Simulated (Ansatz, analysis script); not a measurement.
# Free-standing triangular Ni monolayer, spacing 2.976 Å: spin spirals and exchange, part 2 of 2

Spirals are solved in the crystal's own cell at each q. What do they say of the order in a free-standing triangular Ni monolayer, spacing 2.976 Å?

Ansatz 0.2.0; LDA, PAW set soft_1 (files made for PBE).

So far. Step 6 (q = (0.083, 0.083, 0)): The energy of the cell lies 11.6 meV above that at q = 0, and the largest moment is 0.977 μB against 0.983 μB.

## 7. q = (0.333, 0, 0)

Level of this step: Ansatz DFT, spin spiral by the generalised Bloch theorem, no spin-orbit coupling; LDA, PAW set soft_1; PAW set soft_1 (Ansatz).

Input file input.yaml:

```yaml
crystal:
  lattice:
    - [2.976, 0.0, 0.0]
    - [-1.488, 2.577292, 0.0]
    - [0.0, 0.0, 14.0]
  atoms:
    - { symbol: Ni, position: [0.0, 0.0, 0.5], spin: 0.99, spin_axis: [1.0, 0.0, 0.0] }
kpoints:
  mp_grid: { grid: [24, 24, 1] }
hamiltonian:
  xc: lda
  pseudopotentials: { kind: paw, azcp: { folder: soft_1 }, xc_functional: pbe }
scf:
  occupations: { method: fermi_dirac, width: 0.1 }
  max_iter: 120
  convergence: { dr2_threshold: 1.0e-08 }
  lower_state_search: "off"
basis:
  ecutwfc: 420.0
magnetization:
  noncollinear: true
  spin_spiral: { q: [0.33333333, 0.0, 0.0] }
checkpoint:
  read: start
```

The run is started by

```console
$ ansatz run input.yaml --threads 1 --pin off --max-ram 2048MiB --backend cpu --events-out ev --progress --plain --runs-dir out
```

Numbers of over 12 decimals in the logs are rounded to 6 here.

Output:

```text
[...]
Crystal: 1 atoms, lattice volume = 107.380 Å³
Basis set: ecut = 420 eV, 2027 PW (Γ)
Bands: 26, of which v1, the nominal top of the filled ones, is band 18 counted from 1 (17 counted from 0)
Symmetry: 4 space group operations
k-points: 157 of 576
[...]
SCF iter  11: F=-5770.237456 eV  HF=-5770.237456 eV  |F-HF|=1.13e-10  |Δ(HF+E_count)|=  4.46e-10  Δρ=5.72e-7  dr2=1.43e-10  dr2_m=4.90e-11  ethr=2.21e-11  |M|=8.72e-1 ∫|m|=9.51e-1 μB  |m|>n=3.0e-2 m-floor=0.0e0 τ_xc=7.3e-19  ⟨swp⟩=1.6  Hψ=10327  notcnv=0
SCF 1 converged in 11 iterations: F = -5770.237456 eV  dr2 = 1.43e-10
[...]
SCF converged after 11 iterations
[...]
Magnetization: |M| = 0.8716 μB,  M = (+0.8716, +0.0000, +0.0000) μB
Absolute magnetization: 0.9506 μB (∫|m|, with the PAW one-centre terms)
  site 0: m = (+0.9162, +0.0000, +0.0000) μB, |m| = 0.9162 μB  (R = 1.23 Å)
Free energy (F): -5770.237456 eV
[...]
Internal energy: -5770.063061 eV  (E = F + TS)
E sigma→0 (E₀):  -5770.150259 eV
Entropy (-TS):   -0.174395 eV (-174.395 meV/atom)
Fermi energy:    -2.912313 eV
[...]
```

Elapsed: 96 s, on 1 thread of Arm Neoverse V2, shared host; peak memory 0.97 GiB.

The energy of the cell lies 41.8 meV above that at q = 0, and the largest moment is 0.916 μB against 0.983 μB.

## 8. q = (0.5, 0, 0)

input.yaml: that of step 7 with these lines changed.

```diff
@@ -21,3 +21,3 @@
   noncollinear: true
-  spin_spiral: { q: [0.33333333, 0.0, 0.0] }
+  spin_spiral: { q: [0.5, 0.0, 0.0] }
 checkpoint:
```

Output:

```text
[...]
Crystal: 1 atoms, lattice volume = 107.380 Å³
Basis set: ecut = 420 eV, 2027 PW (Γ)
Bands: 26, of which v1, the nominal top of the filled ones, is band 18 counted from 1 (17 counted from 0)
Symmetry: 4 space group operations
k-points: 157 of 576
[...]
SCF iter  14: F=-5770.227157 eV  HF=-5770.227157 eV  |F-HF|=3.85e-10  |Δ(HF+E_count)|=   4.89e-8  Δρ=1.32e-6  dr2=5.17e-10  dr2_m=2.79e-10  ethr=2.26e-11  |M|=8.36e-1 ∫|m|=9.00e-1 μB  |m|>n=2.9e-2 m-floor=0.0e0 τ_xc=7.6e-19  ⟨swp⟩=1.4  Hψ=13432  notcnv=0
SCF 1 converged in 14 iterations: F = -5770.227157 eV  dr2 = 5.17e-10
[...]
SCF converged after 14 iterations
[...]
Magnetization: |M| = 0.8359 μB,  M = (+0.8359, +0.0000, +0.0000) μB
Absolute magnetization: 0.9002 μB (∫|m|, with the PAW one-centre terms)
  site 0: m = (+0.8818, +0.0000, +0.0000) μB, |m| = 0.8818 μB  (R = 1.23 Å)
Free energy (F): -5770.227157 eV
[...]
Internal energy: -5770.050071 eV  (E = F + TS)
E sigma→0 (E₀):  -5770.138614 eV
Entropy (-TS):   -0.177086 eV (-177.086 meV/atom)
Fermi energy:    -2.918575 eV
[...]
```

Run time: 2.1 min. Hardware: 1 thread; peak memory 0.99 GiB.

The energy of the cell lies 52.1 meV above that at q = 0, and the largest moment is 0.882 μB against 0.983 μB.

The other 7 runs of this kind were made alike; their results stand in the table below.

## 9. A run with settings changed

A test of how the program answers to a changed input.

input.yaml, the sections that differ from step 8:

```yaml
scf:
  occupations: { method: fermi_dirac, width: 0.1 }
  max_iter: 60
  convergence: { dr2_threshold: 1.0e-08 }
  lower_state_search: "off"
magnetization:
  noncollinear: true
  spin_spiral: { q: [1.5, 0, 0] }
# crystal, kpoints, hamiltonian, basis: as in step 8
# checkpoint: removed
```

The run is started by

```console
$ ansatz run input.yaml --threads 4 --pin off --max-ram 8192MiB --backend cpu --events-out ev --progress --plain --runs-dir out
```

Output:

```text
Error: invalid value for `magnetization.spin_spiral.q`: must have each fraction of a reciprocal vector in [−1, 1]; got [1.5, 0.0, 0.0]
```

It took 0.02 s on 4 threads; peak memory 0.032 GiB.

The program refused the input before any cycle.

The program's message: “Error: invalid value for `magnetization.spin_spiral.q`: must have each fraction of a reciprocal vector in [−1, 1]; got [1.5, 0.0, 0.0]”

The change that led to it: magnetization = {"spin_spiral": {"q": [1.5, 0, 0]}}.

## 10. The spirals together

```tsv
q (reciprocal lattice)	path length (1/Å)	E(q) − E(0) (meV a magnetic atom)	|m| Ni no. 1 (μB)
(0, 0, 0)	0.000	0.00	0.98
(0.083, 0, 0)	0.203	4.10	0.98
(0.167, 0, 0)	0.406	14.82	0.97
(0.333, 0, 0)	0.813	41.80	0.92
(0.417, 0, 0)	1.016	49.92	0.89
(0.5, 0, 0)	1.219	52.10	0.88
(0.417, 0.083, 0)	1.422	52.49	0.88
(0.417, 0.25, 0)	1.828	53.78	0.89
(0.333, 0.333, 0)	2.032	53.47	0.89
(0.25, 0.25, 0)	2.383	50.87	0.90
(0.167, 0.167, 0)	2.735	35.12	0.94
(0.083, 0.083, 0)	3.087	11.57	0.98
(0, 0, 0)	3.439	0.00	0.98
```

## 11. Exchange couplings from E(q)

For rigid moments E(q) is a sum of cosines over neighbour shells, so a fit gives the couplings, and from them an ordering temperature.

E = −Σ J e·e over ordered pairs (each pair twice, J > 0 for parallel moments) is fitted to 11 points (copies by symmetry counted).

The fitted shells:

```tsv
pair	distance (Å)	neighbours a magnetic atom	J (meV)
Ni-Ni	2.976	6	6.027
Ni-Ni	5.155	6	0.641
Ni-Ni	5.952	6	0.0647
Ni-Ni	7.874	12	-0.0562
Ni-Ni	8.928	6	0.011
```

This step gave:

- r.m.s. miss of the fit: 0.2605 meV
- ordering temperature, mean field: 307.8 K
- wavevector of the mean-field order: 0, 0, 0 reciprocal lattice

## 12. Outcome

```json
{
 "lowest point of the path": "q = 0",
 "highest point": "53.8 meV a magnetic atom",
 "J of the nearest shell": "6.03 meV",
 "mean-field temperature": "308 K"
}
```

**Reading.** No spiral that was run lies below the ferromagnetic state at q = 0, and winding the moments costs up to 53.8 meV a magnetic atom. The moments change by at most 11 % from their size at q = 0, a modest change. The fit misses by 0.48 % of the energy range, so the shells describe the path well, though few points can't fix distant couplings. In a sheet or chain isotropic couplings alone give no order above 0 K (Mermin and Wagner), so the mean-field number is only an energy scale. The temperatures are those of classical unit spins, and mean field runs high. The 12 spiral runs took 22 min of wall time, added up. Energies are free energies at a smearing of 0.1 eV, and with partly filled levels differences shift, at times strongly, as the smearing goes to zero. The cell was taken as built, with atoms unrelaxed. In doubt: the program's search for lower states was switched off, so a lower magnetic state than those reached may exist.

[Logs and program files are shortened in this print: banners, set-up blocks, solver, clock and traceback lines can be left out without a mark of their own.]

[Logs are printed without paths, hosts, clocks, repeated set-up lines and the standing remarks that a program may print on its own settings, such as how far it seeks lower states.]

[Hosts, paths, dates, database ids (printed as entryN), source tags and the programs' standing remarks are cut or masked in the printed files.]
